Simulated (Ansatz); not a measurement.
# Resistivity from frozen vibrations: Ti(0001) with 2 thermally displaced layers, 2x2, part 2 of 2

Aim: the resistivity of Ti at 500 K from frozen thermal displacements between perfect leads.

Ansatz 0.2.0; Ansatz plane-wave DFT, PBE, PAW files; ballistic transport by layer matching (Landauer), zero bias; PAW set soft_1.

So far, open channels per spin nearest the Fermi level: step 2 (with 2 displaced layers) 2.66.

## Step 3: With 6 displaced layers

Each atom of 6 layers is moved at random, by amounts drawn from a normal law 0.0937 Å wide in each direction from the Debye model (420 K) at 500 K. A fresh draw is used; the growth of the resistance with length is what counts.

System of this step: Ti(0001) with 6 thermally displaced layers, 2x2. The cell holds 64 atoms: 64 Ti. Its edges and angles: a = 5.900 Å, b = 5.900 Å, c = 37.488 Å, α = 90.0°, β = 90.0°, γ = 120.0°. It derives from Ti. Regions: lead, 40 atoms (40 Ti); scattering region, 24 atoms (24 Ti). The structure is stacked along c, and the current runs across the ab planes.

File input.yaml:

```yaml
crystal:
  lattice:
    - [5.9, 0.0, 0.0]
    - [-2.95, 5.1095498823, 0.0]
    - [0.0, 0.0, 37.488]
  atoms:
    - { symbol: Ti, position: [0.1666666667, 0.3333333333, 0.03125] }
    - { symbol: Ti, position: [0.1666666667, 0.8333333333, 0.03125] }
    - { symbol: Ti, position: [0.6666666667, 0.3333333333, 0.03125] }
    - { symbol: Ti, position: [0.6666666667, 0.8333333333, 0.03125] }
    - { symbol: Ti, position: [0.3333333333, 0.1666666667, 0.09375] }
    - { symbol: Ti, position: [0.3333333333, 0.6666666667, 0.09375] }
    - { symbol: Ti, position: [0.8333333333, 0.1666666667, 0.09375] }
    - { symbol: Ti, position: [0.8333333333, 0.6666666667, 0.09375] }
    - { symbol: Ti, position: [0.1666666667, 0.3333333333, 0.15625] }
    - { symbol: Ti, position: [0.1666666667, 0.8333333333, 0.15625] }
    - { symbol: Ti, position: [0.6666666667, 0.3333333333, 0.15625] }
    - { symbol: Ti, position: [0.6666666667, 0.8333333333, 0.15625] }
    - { symbol: Ti, position: [0.3333333333, 0.1666666667, 0.21875] }
    - { symbol: Ti, position: [0.3333333333, 0.6666666667, 0.21875] }
    - { symbol: Ti, position: [0.8333333333, 0.1666666667, 0.21875] }
    - { symbol: Ti, position: [0.8333333333, 0.6666666667, 0.21875] }
    - { symbol: Ti, position: [0.1666666667, 0.3333333333, 0.28125] }
    - { symbol: Ti, position: [0.1666666667, 0.8333333333, 0.28125] }
    - { symbol: Ti, position: [0.6666666667, 0.3333333333, 0.28125] }
    - { symbol: Ti, position: [0.6666666667, 0.8333333333, 0.28125] }
    - { symbol: Ti, position: [0.3485483683, 0.1683912161, 0.3418910749] }
    - { symbol: Ti, position: [0.3144923347, 0.6582702034, 0.3443005402] }
    - { symbol: Ti, position: [0.8153757337, 0.162829577, 0.3433518996] }
    - { symbol: Ti, position: [0.8438941853, 0.6706043458, 0.3446385163] }
    - { symbol: Ti, position: [0.155090969, 0.3309557176, 0.4082101252] }
    - { symbol: Ti, position: [0.1788436314, 0.8102371983, 0.4100351697] }
    - { symbol: Ti, position: [0.6952137282, 0.3476656085, 0.406911202] }
    - { symbol: Ti, position: [0.6750524792, 0.8600790759, 0.4111511123] }
    - { symbol: Ti, position: [0.3740166159, 0.1907907598, 0.4696435361] }
    - { symbol: Ti, position: [0.314096819, 0.6665849606, 0.4703913436] }
    - { symbol: Ti, position: [0.8164901249, 0.1739147346, 0.4698247615] }
    - { symbol: Ti, position: [0.8335301942, 0.6449453601, 0.4670955861] }
    - { symbol: Ti, position: [0.1490039965, 0.3118746387, 0.5355988336] }
    - { symbol: Ti, position: [0.1618057891, 0.8393679096, 0.5306035071] }
    - { symbol: Ti, position: [0.7039323905, 0.3575538642, 0.5328335323] }
    - { symbol: Ti, position: [0.632138347, 0.8342877461, 0.5329593782] }
    - { symbol: Ti, position: [0.3436151224, 0.1553318599, 0.598305462] }
    - { symbol: Ti, position: [0.3062891343, 0.6545316823, 0.5960878475] }
    - { symbol: Ti, position: [0.8524784427, 0.2033982968, 0.5942213428] }
    - { symbol: Ti, position: [0.8198112608, 0.6597406906, 0.591021875] }
    - { symbol: Ti, position: [0.1521512035, 0.3448975201, 0.6577030528] }
    - { symbol: Ti, position: [0.1803111664, 0.8194909425, 0.6604731706] }
    - { symbol: Ti, position: [0.6765415222, 0.3622140748, 0.6551679324] }
    - { symbol: Ti, position: [0.6572736047, 0.8379153638, 0.6588288782] }
    - { symbol: Ti, position: [0.3333333333, 0.1666666667, 0.71875] }
    - { symbol: Ti, position: [0.3333333333, 0.6666666667, 0.71875] }
    - { symbol: Ti, position: [0.8333333333, 0.1666666667, 0.71875] }
    - { symbol: Ti, position: [0.8333333333, 0.6666666667, 0.71875] }
    - { symbol: Ti, position: [0.1666666667, 0.3333333333, 0.78125] }
    - { symbol: Ti, position: [0.1666666667, 0.8333333333, 0.78125] }
    - { symbol: Ti, position: [0.6666666667, 0.3333333333, 0.78125] }
    - { symbol: Ti, position: [0.6666666667, 0.8333333333, 0.78125] }
    - { symbol: Ti, position: [0.3333333333, 0.1666666667, 0.84375] }
    - { symbol: Ti, position: [0.3333333333, 0.6666666667, 0.84375] }
    - { symbol: Ti, position: [0.8333333333, 0.1666666667, 0.84375] }
    - { symbol: Ti, position: [0.8333333333, 0.6666666667, 0.84375] }
    - { symbol: Ti, position: [0.1666666667, 0.3333333333, 0.90625] }
    - { symbol: Ti, position: [0.1666666667, 0.8333333333, 0.90625] }
    - { symbol: Ti, position: [0.6666666667, 0.3333333333, 0.90625] }
    - { symbol: Ti, position: [0.6666666667, 0.8333333333, 0.90625] }
    - { symbol: Ti, position: [0.3333333333, 0.1666666667, 0.96875] }
    - { symbol: Ti, position: [0.3333333333, 0.6666666667, 0.96875] }
    - { symbol: Ti, position: [0.8333333333, 0.1666666667, 0.96875] }
    - { symbol: Ti, position: [0.8333333333, 0.6666666667, 0.96875] }
kpoints:
  mp_grid: { grid: [4, 4, 1] }
hamiltonian:
  xc: pbe
  pseudopotentials: { kind: paw, azcp: { folder: soft_1 } }
scf:
  occupations: { method: fermi_dirac, width: 0.1 }
output:
  transmission: { leads: [[0, 8]], kmesh: [8, 8], e_range: [-0.05, 0.05], de: 0.05 }
  write_potential: true
  write_density: true
  volumetric_format: npy
```

Launch:

```sh
$ ansatz run input.yaml --threads 4 --pin off --max-ram 15360MiB --backend cpu --events-out ev --progress --plain --runs-dir out
```

Numbers of over 12 decimals in the logs are rounded to 6 here.

Log:

```text
[...]
Crystal: 64 atoms, lattice volume = 1130.126 Å³
Basis set: ecut = 420 eV, 21905 PW (Γ)
Bands: 461, of which v1, the nominal top of the filled ones, is band 384 counted from 1 (383 counted from 0)
Symmetry: 1 space group operations
[...]
k-points: 10 of 16 (time reversal used)
[...]
SCF iter   1: F=—  HF=-159991.661606 eV  |F-HF|=—  |Δ(HF+E_count)|=         —  Δρ=5.96e-2  dr2=8.74e1  ethr=3.10e-3  ⟨swp⟩=7.3  Hψ=17022  notcnv=0
[...]
SCF iter  10: F=-159978.149026 eV  HF=-159978.149026 eV  |F-HF|=1.20e-8  |Δ(HF+E_count)|=   9.14e-9  Δρ=7.49e-7  dr2=1.41e-8  ethr=1.30e-11  ⟨swp⟩=7.8  Hψ=10443  notcnv=0
SCF 1 converged in 10 iterations: F = -159978.149026 eV  dr2 = 1.41e-8
[...]
transmission: 168 of 1598 steps passed
transmission: 327 of 1598 steps passed
[...]
transmission: 1598 of 1598 steps passed
SCF converged after 10 iterations
Free energy (F): -159978.149026 eV
[...]
Internal energy: -159975.558572 eV  (E = F + TS)
E sigma→0 (E₀):  -159976.853799 eV
Entropy (-TS):   -2.590454 eV (-40.476 meV/atom)
Fermi energy:    12.992191 eV
[...]
--- Band table (eV; the first three rows and the last of 10) ---
  k-point 0: bands = [... 380 lower, 13.5222, 13.5315, 13.5425, 13.5453, 13.5569, 13.5699, 13.5859, 13.5886, ... 73 higher]
  k-point 1: bands = [... 380 lower, 13.1942, 13.2291, 13.2489, 13.2544, 13.2596, 13.2676, 13.2788, 13.2864, ... 73 higher]
  k-point 2: bands = [... 380 lower, 12.7644, 12.7969, 12.8150, 12.8336, 12.8920, 12.9034, 12.9099, 12.9227, ... 73 higher]
  k-point 9: bands = [... 380 lower, 12.7833, 12.7951, 12.8131, 12.8261, 12.8634, 12.8961, 12.9255, 12.9292, ... 73 higher]
--- Transmission ---
  basis      : 253 plane waves across, 47 finite elements along
  points     : 34, standing for a mesh of 8 x 8
[...]
channels       : 2.656250e0 a spin
[...]
junction   : crystal 0 to crystal 0, 0.70 to 33.50 Å
    transmission   : 1.351233e0 a spin
[...]
```

It took 11 min on 4 threads of Intel Xeon Platinum 8488C (Sapphire Rapids), shared host; peak memory 9.4 GiB.

Numbers from this step:

* free energy: -159978.1490 eV
* energy at zero smearing: -159976.8538 eV
* Fermi energy: 12.99 eV
* transmission per spin nearest the Fermi level: 1.351
* step of the lead's potential: 4.1 meV

Per spin. Transmission, zone mean against energy, zero at the Fermi level:

```csv
energy (eV),"transmission, zone mean"
-0.0500,1.28
0.0000,1.35
0.0500,1.39
```

Over the solved energies the transmission per spin lies between 1.28 and 1.39, out of 2.71 channels of the lead on average (up to 3.22).

## Step 4: With 10 displaced layers

Each atom of 10 layers is moved at random, by amounts drawn from a normal law 0.0937 Å wide in each direction from the Debye model (420 K) at 500 K. A fresh draw is used; the growth of the resistance with length is what counts.

System of this step: Ti(0001) with 10 thermally displaced layers, 2x2. The cell holds 80 atoms: 80 Ti. Cell: a = 5.900 Å, b = 5.900 Å, c = 46.860 Å, α = 90.0°, β = 90.0°, γ = 120.0°. It derives from Ti. Regions: lead, 40 atoms (40 Ti); scattering region, 40 atoms (40 Ti). The structure is stacked along c, and the current runs across the ab planes.

File input.yaml:

```yaml
crystal:
  lattice:
    - [5.9, 0.0, 0.0]
    - [-2.95, 5.1095498823, 0.0]
    - [0.0, 0.0, 46.86]
  atoms:
    - { symbol: Ti, position: [0.1666666667, 0.3333333333, 0.025] }
    - { symbol: Ti, position: [0.1666666667, 0.8333333333, 0.025] }
    - { symbol: Ti, position: [0.6666666667, 0.3333333333, 0.025] }
    - { symbol: Ti, position: [0.6666666667, 0.8333333333, 0.025] }
    - { symbol: Ti, position: [0.3333333333, 0.1666666667, 0.075] }
    - { symbol: Ti, position: [0.3333333333, 0.6666666667, 0.075] }
    - { symbol: Ti, position: [0.8333333333, 0.1666666667, 0.075] }
    - { symbol: Ti, position: [0.8333333333, 0.6666666667, 0.075] }
    - { symbol: Ti, position: [0.1666666667, 0.3333333333, 0.125] }
    - { symbol: Ti, position: [0.1666666667, 0.8333333333, 0.125] }
    - { symbol: Ti, position: [0.6666666667, 0.3333333333, 0.125] }
    - { symbol: Ti, position: [0.6666666667, 0.8333333333, 0.125] }
    - { symbol: Ti, position: [0.3333333333, 0.1666666667, 0.175] }
    - { symbol: Ti, position: [0.3333333333, 0.6666666667, 0.175] }
    - { symbol: Ti, position: [0.8333333333, 0.1666666667, 0.175] }
    - { symbol: Ti, position: [0.8333333333, 0.6666666667, 0.175] }
    - { symbol: Ti, position: [0.1666666667, 0.3333333333, 0.225] }
    - { symbol: Ti, position: [0.1666666667, 0.8333333333, 0.225] }
    - { symbol: Ti, position: [0.6666666667, 0.3333333333, 0.225] }
    - { symbol: Ti, position: [0.6666666667, 0.8333333333, 0.225] }
    - { symbol: Ti, position: [0.3305207405, 0.1559258018, 0.2723173052] }
    - { symbol: Ti, position: [0.3156789964, 0.6758878157, 0.2769796145] }
    - { symbol: Ti, position: [0.8208693022, 0.1469586569, 0.2767462505] }
    - { symbol: Ti, position: [0.8064524506, 0.6535862379, 0.2762421539] }
    - { symbol: Ti, position: [0.1344641008, 0.3404208472, 0.3238366076] }
    - { symbol: Ti, position: [0.1677083826, 0.8319446743, 0.3254042673] }
    - { symbol: Ti, position: [0.6707387428, 0.3194218969, 0.3278422346] }
    - { symbol: Ti, position: [0.6859402411, 0.848810656, 0.3273299497] }
    - { symbol: Ti, position: [0.3535869979, 0.1821503366, 0.3751512016] }
    - { symbol: Ti, position: [0.3094286112, 0.6641894168, 0.3734608242] }
    - { symbol: Ti, position: [0.813101803, 0.1714076912, 0.3738627929] }
    - { symbol: Ti, position: [0.8074072562, 0.64753399, 0.3755368853] }
    - { symbol: Ti, position: [0.184494116, 0.3575923218, 0.424972168] }
    - { symbol: Ti, position: [0.1960790838, 0.8590562977, 0.4273005502] }
    - { symbol: Ti, position: [0.6403602465, 0.3558721483, 0.4256793047] }
    - { symbol: Ti, position: [0.6768036815, 0.840143081, 0.4257655872] }
    - { symbol: Ti, position: [0.3351157004, 0.1600828074, 0.4711963674] }
    - { symbol: Ti, position: [0.3242313094, 0.6519231138, 0.4771605325] }
    - { symbol: Ti, position: [0.8295115447, 0.1681979278, 0.4733006263] }
    - { symbol: Ti, position: [0.8251156727, 0.6664551057, 0.4720289668] }
    - { symbol: Ti, position: [0.1704705401, 0.3313875577, 0.5226283347] }
    - { symbol: Ti, position: [0.133273402, 0.8427446952, 0.5244047753] }
    - { symbol: Ti, position: [0.6560808214, 0.3290013434, 0.5286332977] }
    - { symbol: Ti, position: [0.6666699819, 0.8349222659, 0.5220255712] }
    - { symbol: Ti, position: [0.3679185268, 0.1834969474, 0.5771340729] }
    - { symbol: Ti, position: [0.342498173, 0.6834816634, 0.5757419643] }
    - { symbol: Ti, position: [0.8416787092, 0.1638748588, 0.5720519435] }
    - { symbol: Ti, position: [0.8319306543, 0.6311720178, 0.574520081] }
    - { symbol: Ti, position: [0.153852524, 0.314203242, 0.626226363] }
    - { symbol: Ti, position: [0.1594772494, 0.8253194774, 0.6260397824] }
    - { symbol: Ti, position: [0.6718352435, 0.3588126021, 0.6257029771] }
    - { symbol: Ti, position: [0.6412986181, 0.7976679885, 0.6223842446] }
    - { symbol: Ti, position: [0.3501348702, 0.1657383923, 0.674433696] }
    - { symbol: Ti, position: [0.3476740764, 0.6431379151, 0.6738285729] }
    - { symbol: Ti, position: [0.8312035312, 0.1774223618, 0.6736728033] }
    - { symbol: Ti, position: [0.8088660929, 0.6372220141, 0.6764588377] }
    - { symbol: Ti, position: [0.1751039077, 0.32459474, 0.725326711] }
    - { symbol: Ti, position: [0.1418039174, 0.8246784539, 0.7277561642] }
    - { symbol: Ti, position: [0.6900134244, 0.3757143418, 0.7234254647] }
    - { symbol: Ti, position: [0.6740920477, 0.8297469998, 0.7261317434] }
    - { symbol: Ti, position: [0.3333333333, 0.1666666667, 0.775] }
    - { symbol: Ti, position: [0.3333333333, 0.6666666667, 0.775] }
    - { symbol: Ti, position: [0.8333333333, 0.1666666667, 0.775] }
    - { symbol: Ti, position: [0.8333333333, 0.6666666667, 0.775] }
    - { symbol: Ti, position: [0.1666666667, 0.3333333333, 0.825] }
    - { symbol: Ti, position: [0.1666666667, 0.8333333333, 0.825] }
    - { symbol: Ti, position: [0.6666666667, 0.3333333333, 0.825] }
    - { symbol: Ti, position: [0.6666666667, 0.8333333333, 0.825] }
    - { symbol: Ti, position: [0.3333333333, 0.1666666667, 0.875] }
    - { symbol: Ti, position: [0.3333333333, 0.6666666667, 0.875] }
    - { symbol: Ti, position: [0.8333333333, 0.1666666667, 0.875] }
    - { symbol: Ti, position: [0.8333333333, 0.6666666667, 0.875] }
    - { symbol: Ti, position: [0.1666666667, 0.3333333333, 0.925] }
    - { symbol: Ti, position: [0.1666666667, 0.8333333333, 0.925] }
    - { symbol: Ti, position: [0.6666666667, 0.3333333333, 0.925] }
    - { symbol: Ti, position: [0.6666666667, 0.8333333333, 0.925] }
    - { symbol: Ti, position: [0.3333333333, 0.1666666667, 0.975] }
    - { symbol: Ti, position: [0.3333333333, 0.6666666667, 0.975] }
    - { symbol: Ti, position: [0.8333333333, 0.1666666667, 0.975] }
    - { symbol: Ti, position: [0.8333333333, 0.6666666667, 0.975] }
kpoints:
  mp_grid: { grid: [4, 4, 1] }
hamiltonian:
  xc: pbe
  pseudopotentials: { kind: paw, azcp: { folder: soft_1 } }
scf:
  occupations: { method: fermi_dirac, width: 0.1 }
output:
  transmission: { leads: [[0, 8]], kmesh: [8, 8], e_range: [-0.05, 0.05], de: 0.05 }
  write_potential: true
  write_density: true
  volumetric_format: npy
```

Log:

```text
[...]
Crystal: 80 atoms, lattice volume = 1412.658 Å³
Basis set: ecut = 420 eV, 27409 PW (Γ)
Bands: 576, of which v1, the nominal top of the filled ones, is band 480 counted from 1 (479 counted from 0)
Symmetry: 1 space group operations
[...]
k-points: 10 of 16 (time reversal used)
[...]
SCF iter   1: F=—  HF=-199988.972461 eV  |F-HF|=—  |Δ(HF+E_count)|=         —  Δρ=5.98e-2  dr2=1.33e2  ethr=3.10e-3  ⟨swp⟩=7.1  Hψ=21334  notcnv=0
[...]
SCF iter  10: F=-199971.811957 eV  HF=-199971.811957 eV  |F-HF|=1.36e-8  |Δ(HF+E_count)|=   6.09e-8  Δρ=6.43e-7  dr2=1.61e-8  ethr=1.04e-11  ⟨swp⟩=8.2  Hψ=13283  notcnv=0
SCF 1 converged in 10 iterations: F = -199971.811957 eV  dr2 = 1.61e-8
[...]
transmission: 201 of 1972 steps passed
transmission: 402 of 1972 steps passed
[...]
transmission: 1972 of 1972 steps passed
SCF converged after 10 iterations
Free energy (F): -199971.811957 eV
[...]
Internal energy: -199968.523389 eV  (E = F + TS)
E sigma→0 (E₀):  -199970.167673 eV
Entropy (-TS):   -3.288568 eV (-41.107 meV/atom)
Fermi energy:    12.984677 eV
[...]
--- Band table (eV; the first three rows and the last of 10) ---
  k-point 0: bands = [... 476 lower, 13.5265, 13.5313, 13.5356, 13.5378, 13.5511, 13.5697, 13.5735, 13.5780, ... 92 higher]
  k-point 1: bands = [... 476 lower, 13.2166, 13.2322, 13.2422, 13.2468, 13.2515, 13.2585, 13.2662, 13.2754, ... 92 higher]
  k-point 2: bands = [... 476 lower, 12.7890, 12.7916, 12.8164, 12.8288, 12.8623, 12.8721, 12.8845, 12.9087, ... 92 higher]
  k-point 9: bands = [... 476 lower, 12.7885, 12.8275, 12.8376, 12.8508, 12.8704, 12.8753, 12.9059, 12.9084, ... 92 higher]
--- Transmission ---
  basis      : 253 plane waves across, 58 finite elements along
  points     : 34, standing for a mesh of 8 x 8
[...]
channels       : 2.656250e0 a spin
[...]
junction   : crystal 0 to crystal 0, 0.70 to 42.87 Å
    transmission   : 1.127869e0 a spin
[...]
```

Wall time 12 min (4 threads); peak memory 9.4 GiB.

Numbers from this step:

- free energy: -199971.8120 eV
- energy at zero smearing: -199970.1677 eV
- Fermi energy: 12.98 eV
- transmission per spin nearest the Fermi level: 1.128
- step of the lead's potential: 7 meV

Per spin. Table of transmission, zone mean by energy, zero at the Fermi level:

```
energy (eV)  transmission, zone mean
    -0.0500                     1.11
     0.0000                     1.13
     0.0500                     1.06
```

Over the solved energies the transmission per spin lies between 1.06 and 1.13, out of 2.71 channels of the lead on average (up to 3.22).

## Step 5: Resistance against length

This step: Ansatz plane-wave DFT, PBE, PAW files; ballistic transport by layer matching (Landauer), zero bias; resistivity from the slope of the area resistance; PAW set soft_1 (Ansatz 0.2.0).

Numbers from this step:

| Item | Value |
| --- | --- |
| resistivity | 87.68 µΩ cm |
| intercept | 0.1141 fΩ m² |
| scatter about the fit | 0.08516 fΩ m² |

Resistance, by row:

| run | length (Å) | T | channels N | RA (fΩ m²) |
| --- | --- | --- | --- | --- |
| n2 | 4.686 | 2.046 | 2.708 | 0.4648 |
| n6 | 14.06 | 1.34 | 2.708 | 1.467 |
| n10 | 23.43 | 1.098 | 2.708 | 2.108 |

Area resistance against length of the displaced region:

```csv
length of the displaced region (Å),area resistance (fΩ m²)
4.69,0.465
14.06,1.47
23.43,2.11
```

The area resistance goes from 0.46 to 2.1 fΩ m² between 4.7 and 23.4 Å, a slope of 88 µΩ cm.

By hand from the end points: (2.108 − 0.4648) fΩ m² / (23.43 − 4.69) Å = 88 µΩ cm, since 1 fΩ m² per Å is 1000 µΩ cm.

## Step 6: Results

- resistivity from the slope: 87.7 µΩ cm
- area resistance over 4.69 Å: 0.465 fΩ m²
- area resistance over 14.1 Å: 1.47 fΩ m²
- area resistance over 23.4 Å: 2.11 fΩ m²

**Reading.** The slope gives 88 µΩ cm. The points scatter by 0.085 fΩ m² about the line, with one random draw a length in a 2x2 cell, so the slope is a rough value. The mean square of the displacements drawn is 0.73, 0.99 and 0.93 of the nominal one at the three lengths; with each resistance scaled back by that, the slope is 88 µΩ cm, the value used below. Read with a model of isotropic scattering on a spherical Fermi surface and the lead's 0.70×10¹⁵ S/m², this slope means a mean free path near 13 Å; over these lengths the model's slope is within 3 % of its bulk resistivity. Uncorrelated displacements put too much weight on short waves, which scatter strongly; with the sideways repeat of a small cell, one draw and three short lengths, the method is good to a factor of two or three.

[Logs are printed without paths, hosts, clocks, repeated set-up lines and the standing remarks that a program may print on its own settings, such as how far it seeks lower states.]

[Hosts, paths, dates, database ids (printed as entryN), source tags and the programs' standing remarks are cut or masked in the printed files.]
